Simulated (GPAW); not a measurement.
Records of electronic-structure calculations.

**AlH3 (R-3c): G0W0 with GPAW, start to end**

It takes space group R-3c (No. 167, trigonal). Conventional cell: a = 4.449 Å, b = 4.449 Å, c = 11.804 Å, α = 90.00°, β = 90.00°, γ = 120.00°. Nearest to Al lie 6 H at 1.72 Å. H has 2 Al at 1.72 Å nearest. Farther neighbours are not listed.

```xyz
8
Lattice="2.2247 1.2844 3.9346 -2.2247 1.2844 3.9346 0.0000 -2.5688 3.9346" Properties=species:S:1:pos:R:3 pbc="T T T"
Al    0.0000    0.0000    0.0000
Al    0.0000    0.0000    5.9019
H     0.5695    1.2844    6.8855
H    -1.3971   -0.1490    6.8855
H     0.8276   -1.1354    6.8855
H    -0.5695   -1.2844    4.9182
H     1.3971    0.1490    4.9182
H    -0.8276    1.1354    4.9182
```

```yaml
method: DFT, LDA, plane waves, PAW (and 1 further level or step)
program: GPAW 26.7.0
settings_of_one_run: cutoff 600 eV, GPAW PAW setups 1.2.1 data release, 4×4×4 k-mesh, nbands 90
cost: 4 runs, 86 s in all on 4 MPI ranks of Arm Neoverse V2, shared host (the runs of this entry)
notes: The cell and positions come from the Crystallography Open Database and are kept as given unless a step says otherwise. Bands and cutoff are finite, so the gap is not at the basis limit. The miss can reach some tenths of an eV and take either sign; the mesh is an error of its own.
lda_gap: 1.94 eV, indirect
g0w0_gap_on_the_mesh: 4.04 eV
gw_settings: 4×4×4 mesh, 80 bands, screening to 65 eV, Godby-Needs plasmon pole
known_limits: not at the basis limit
```

G0W0 moves the gap on the mesh from 1.96 eV to 4.04 eV (+2.08 eV), with Z of 0.79 and 0.81 at the edges. Only 2 of the mesh's irreducible points were corrected, so a valley elsewhere could overtake.

[Paths, hosts, dates, memory and timing lines, banners, echoed tables and standing remarks are left out of the program output.]

[Logs are printed without paths, hosts, clocks, repeated set-up lines and the standing remarks that a program may print on its own settings, such as how far it seeks lower states.]

[Runs of the session that timed out or met a known fault of the program may be left out.]

[Hosts, paths, dates, database ids (printed as entryN), source tags and the programs' standing remarks are cut or masked in the printed files.]
